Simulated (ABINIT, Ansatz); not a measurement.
## PbS (Galena): one start, several treatments of the self-energy

How much does the gap of PbS (Galena) depend on the approximation to the self-energy?

Program: ABINIT 10.8.3. Level of theory: PBE and many-body steps on it, plane waves. Results are calculated unless marked as measured.

This is a report of a sequence of runs, with most program output left out.

The database entry behind the starting cell differs from later determinations by our own check (about 0.1 % short), so it need not match the best structure at ambient conditions.

### 1. The structure

The structure is cubic, space group Fm-3m (No. 225). Conventional cell: a = 5.931 Å, b = 5.931 Å, c = 5.931 Å, α = 90.00°, β = 90.00°, γ = 90.00°. Nearest to Pb lie 6 S at 2.97 Å. Nearest to S lie 6 Pb at 2.97 Å. Farther neighbours and most contacts between anions are not listed.

The cell and positions come from the Crystallography Open Database and are kept as given unless a step says otherwise. Spin-orbit coupling is left out unless a step names it.

### 2. Empty states on the mesh, 6×6×6 mesh, 357 bands

This step: ABINIT 10.8.3; DFT, PBE, plane waves, norm-conserving pseudopotentials.

The sums over transitions need many empty states on a uniform mesh; this step solves for them.

Contents of run.abi:

```
acell 3*1.0 Angstrom
rprim 
  0.000000000000 2.965750000000 2.965750000000
  2.965750000000 -0.000000000000 2.965750000000
  2.965750000000 2.965750000000 0.000000000000
ntypat 2
znucl 82 16
natom 2
typat 1 2
xred 
  0.000000000000 0.000000000000 0.000000000000
  0.500000000000 0.500000000000 0.500000000000
pp_dirpath "pseudos"
pseudos "Pb.upf, S.upf"
ecut 32
ngkpt 6 6 6
nshiftk 1
shiftk 0 0 0
kptopt 1
chksymbreak 0
irdden 1
istwfk *1
nband 357
prtvol 0
optdriver 6
gwr_task "HDIAGO"
paral_kgb 0
occopt 1
indata_prefix "in"
outdata_prefix "out"
tmpdata_prefix "tmp"
```

On the command line:

```sh
$ OMP_NUM_THREADS=1 mpirun -n 8 abinit run.abi > log
```

It took 58 s on 8 MPI ranks of Arm Neoverse V1, shared host; peak memory 4.5 GiB; 7.7 min of CPU time.

This step gave:

```yaml
gap: 0.3621 eV
k_of_the_valence_top: 0.5, 0, 0
k_of_the_conduction_bottom: 0.5, 0, 0
least_direct_gap: 0.3621 eV
k_points_computed: 16
lowest_point_of_the_top_converged_band_above_the_valence_top: 187.0895 eV
```

On this mesh the gap is 0.362 eV.

The density comes from a self-consistent run that is not shown.

### 3. Screening, 6×6×6 mesh, 150 bands, screening to 176.9 eV

The RPA dielectric matrix is built and inverted for each q.

This step: RPA screening on PBE, plane waves, norm-conserving pseudopotentials.

Changes to run.abi since step 2:

```diff
@@ -20,10 +20,11 @@
 chksymbreak 0
-irdden 1
 istwfk *1
-nband 357
-prtvol 0
-optdriver 6
-gwr_task "HDIAGO"
-paral_kgb 0
 occopt 1
+irdwfk 1
+optdriver 3
+nband 150
+ecuteps 6.5
+inclvkb 2
+awtr 1
+symchi 1
 indata_prefix "in"
```

It took 3.7 min on 8 MPI ranks; peak memory 2.8 GiB; 30 min of CPU time.

This step gave:

* ε∞ with local fields, on this mesh, along the program's q direction: 31.07
* the same without local fields: 33.12
* plasma frequency: 27.20 eV
* plane waves in the screening matrix: 283

Local fields lower ε∞ by 6 %.

### 4. G0W0, Godby-Needs plasmon pole

The self-energy is evaluated for the states that the input lists, and the levels follow from it, in one-shot runs by the linearised quasiparticle equation.

This step: G0W0 on PBE, plane waves, norm-conserving pseudopotentials.

Changes to run.abi since step 3:

```diff
@@ -23,8 +23,17 @@
 irdwfk 1
-optdriver 3
+optdriver 4
 nband 150
+gwcalctyp 0
+ecutsigx 32
+symsigma 1
+nkptgw 2
+kptgw 
+  0.5000000000 0.0000000000 0.0000000000
+  0.0000000000 0.0000000000 0.0000000000
+bdgw 
+  12 17
+  12 17
 ecuteps 6.5
-inclvkb 2
-awtr 1
-symchi 1
+irdscr 1
+ppmodel 1
 indata_prefix "in"
```

It took 26 s on 8 MPI ranks; peak memory 2.7 GiB; 3.4 min of CPU time.

This step gave:

```
G0W0 gap on the points computed              : 0.6470 eV
starting gap on the mesh                     : 0.3621 eV
k of the valence top                         : 0.5, 0, 0
k of the conduction bottom                   : 0.5, 0, 0
Z at the valence top                         : 0.784
Z at the conduction bottom                   : 0.808
least direct G0W0 gap on the computed points : 0.6470 eV
```

The gap on the mesh goes from 0.36 eV to 0.65 eV, a correction of +0.28 eV.

### 5. G0W0, Engel-Farid plasmon pole

Changes to run.abi since step 4:

```diff
@@ -37,3 +37,3 @@
 irdscr 1
-ppmodel 1
+ppmodel 4
 indata_prefix "in"
```

Elapsed: 12 s, on 8 MPI ranks; peak memory 2.5 GiB.

This step gave:

| Quantity | Value |
| --- | --- |
| G0W0 gap on the points computed | 0.6880 eV |
| starting gap on the mesh | 0.3621 eV |
| k of the valence top | 0.5, 0, 0 |
| k of the conduction bottom | 0.5, 0, 0 |
| Z at the valence top | 0.786 |
| Z at the conduction bottom | 0.814 |
| least direct G0W0 gap on the computed points | 0.6880 eV |

Against G0W0 in ABINIT (6×6×6 mesh, 150 bands, screening to 176.9 eV, Godby-Needs plasmon pole), the gap moves by +0.041 eV.

### 6. G0W0, Hybertsen-Louie plasmon pole

Changes to run.abi since step 5:

```diff
@@ -37,3 +37,3 @@
 irdscr 1
-ppmodel 4
+ppmodel 2
 indata_prefix "in"
```

Run time: 25 s. Hardware: 8 MPI ranks; peak memory 2.6 GiB; 3.3 min of CPU time.

Numbers from this step:

* G0W0 gap on the points computed: 0.734 eV
* starting gap on the mesh: 0.3621 eV
* k of the valence top: 0.5, 0, 0
* k of the conduction bottom: 0.5, 0, 0
* least direct G0W0 gap on the computed points: 0.734 eV

Against G0W0 in ABINIT (6×6×6 mesh, 150 bands, screening to 176.9 eV, Godby-Needs plasmon pole), the gap moves by +0.087 eV.

### 7. One-shot Hartree-Fock

This step: one-shot Hartree-Fock on PBE, plane waves, norm-conserving pseudopotentials.

Changes to run.abi since step 6:

```diff
@@ -24,4 +24,4 @@
 optdriver 4
-nband 150
-gwcalctyp 0
+nband 18
+gwcalctyp 5
 ecutsigx 32
@@ -35,5 +35,4 @@
   12 17
-ecuteps 6.5
-irdscr 1
-ppmodel 2
+ixc_sigma 40
+fftgw 31
 indata_prefix "in"
```

Run time: 3.8 s. Hardware: 8 MPI ranks; peak memory 1.8 GiB.

This step gave:

```
quasiparticle gap on the points computed              : 4.778 eV
starting gap on the mesh                              : 0.3621 eV
k of the valence top                                  : 0.5, 0, 0
k of the conduction bottom                            : 0.5, 0, 0
least direct quasiparticle gap on the computed points : 4.778 eV
```

Against G0W0 in ABINIT (6×6×6 mesh, 150 bands, screening to 176.9 eV, Godby-Needs plasmon pole), the gap moves by +4.131 eV.

### 8. Side by side

Times are wall times on 8 MPI ranks of Arm Neoverse V1, shared host, good to a factor of about two. A run's time includes the screening step that it read.

| run | mesh | bands | screening cutoff (eV) | DFT gap (eV) | gap on the mesh (eV) | direct (eV) | ε∞ used | time |
| --- | --- | --- | --- | --- | --- | --- | --- | --- |
| G0W0, Godby-Needs plasmon pole | 6×6×6 | 150 | 176.9 | 0.362 | 0.647 | 0.647 | 31.07 | 4.1 min |
| G0W0, Engel-Farid plasmon pole | 6×6×6 | 150 | 176.9 | 0.362 | 0.688 | 0.688 | 31.07 | 3.9 min |
| G0W0, Hybertsen-Louie plasmon pole | 6×6×6 | 150 | 176.9 | 0.362 | 0.734 | 0.734 | 31.07 | 4.1 min |
| one-shot Hartree-Fock | 6×6×6 | - | - | 0.362 | 4.778 | 4.778 | - | 3.8 s |

### 9. Results

| Quantity | Value |
| --- | --- |
| G0W0, Godby-Needs plasmon pole | 0.647 eV |
| G0W0, Engel-Farid plasmon pole | 0.688 eV |
| G0W0, Hybertsen-Louie plasmon pole | 0.734 eV |
| one-shot Hartree-Fock | 4.778 eV |
| known limits | not at the basis limit; model gap, bands may invert with spin-orbit coupling; mesh may overstate the screening; no spin-orbit coupling |

In words: G0W0, Engel-Farid plasmon pole: +0.041 eV against G0W0, Godby-Needs plasmon pole. G0W0, Hybertsen-Louie plasmon pole: +0.087 eV against G0W0, Godby-Needs plasmon pole. One-shot Hartree-Fock: +4.131 eV against G0W0, Godby-Needs plasmon pole. Bare exchange alone opens the gap to 4.78 eV; against G0W0, correlation takes back 4.13 eV. Bands and cutoff are finite, so the gap is not at the basis limit. The miss can reach some tenths of an eV and take either sign; the mesh is an error of its own. In the G0W0 runs levels were corrected at 2 k points alone, so a gap called «on the mesh» is the least over those, and an edge elsewhere would be missed. Where an edge is built on 6p states of lead, bismuth or thallium, scalar-relativistic gaps usually stand too wide, by a few tenths to over one eV. With atoms this heavy and so narrow a gap, spin-orbit coupling can invert the bands. These scalar-relativistic gaps are then model values, not to be set against experiment, and a spin-orbit change taken from DFT can't simply be added. For the PBE start: The RPA ε∞ on this mesh reaches over 25; with a narrow direct gap a coarse mesh can overstate it, and the correction is then too small.

[Paths, hosts, dates, memory and timing lines, banners, echoed tables and standing remarks are left out of the program output.]

[Logs are printed without paths, hosts, clocks, repeated set-up lines and the standing remarks that a program may print on its own settings, such as how far it seeks lower states.]

[Runs of the session that timed out or met a known fault of the program may be left out.]

[Hosts, paths, dates, database ids (printed as entryN), source tags and the programs' standing remarks are cut or masked in the printed files.]

[G0W0 gaps are taken among the corrected bands and points alone; a level outside them can change the order at an edge.]

[Where Ansatz stands beside ABINIT at settings called matched, ABINIT's density can come from a denser mesh and the files from another edition; pairs whose starting gaps differed by over 0.03 eV were left out, so agreement reads better than it is.]
